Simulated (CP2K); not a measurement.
Two runs for the N K edge of 2-silylimidazole. Run A: CP2K XAS_TDP, all-electron GAPW, PBEh(45%), aug-pc-1, TDA, no relativity. Run B differs in one setting.

First lines with a strength over 0.0015. A:

```csv
atom,energy (eV),states,"strength, one atom"
N3 (bonded to 2 C),394.96,1,0.0516
,398.07,1,0.0030
,398.81,1,0.0028
,399.73,1,0.0017
,400.45,1,0.0016
N6 (bonded to 2 C and H),397.48,1,0.0364
,398.89,1,0.0162
,400.83,1,0.0067
,401.31,1,0.0018
,401.58,1,0.0017
```

B:

| atom | energy (eV) | states | strength, one atom |
| --- | --- | --- | --- |
| N3 (bonded to 2 C) | 399.42 | 1 | 0.0510 |
|  | 402.54 | 1 | 0.0030 |
|  | 403.27 | 1 | 0.0028 |
|  | 404.19 | 1 | 0.0016 |
|  | 404.92 | 1 | 0.0016 |
| N6 (bonded to 2 C and H) | 401.91 | 1 | 0.0360 |
|  | 403.32 | 1 | 0.0160 |
|  | 405.26 | 1 | 0.0066 |
|  | 405.74 | 1 | 0.0018 |
|  | 406.01 | 1 | 0.0017 |

Q: Which was it: scalar relativity switched on, the functional, GW2X switched on, the basis?

GW2X switched on. GW2X shifts an atom's lines together and keeps their spacings. Against PBEh(45%) in aug-pc-1, the leading lines move by +4.46 eV (N3, to 399.42) and +4.43 eV (N6, to 401.91).

[Banner, clock and machine lines of the logs are left out without a mark of their own.]

[Logs are printed without paths, hosts, clocks, repeated set-up lines and the standing remarks that a program may print on its own settings, such as how far it seeks lower states.]

[Hosts, paths, dates, database ids (printed as entryN), source tags and the programs' standing remarks are cut or masked in the printed files.]
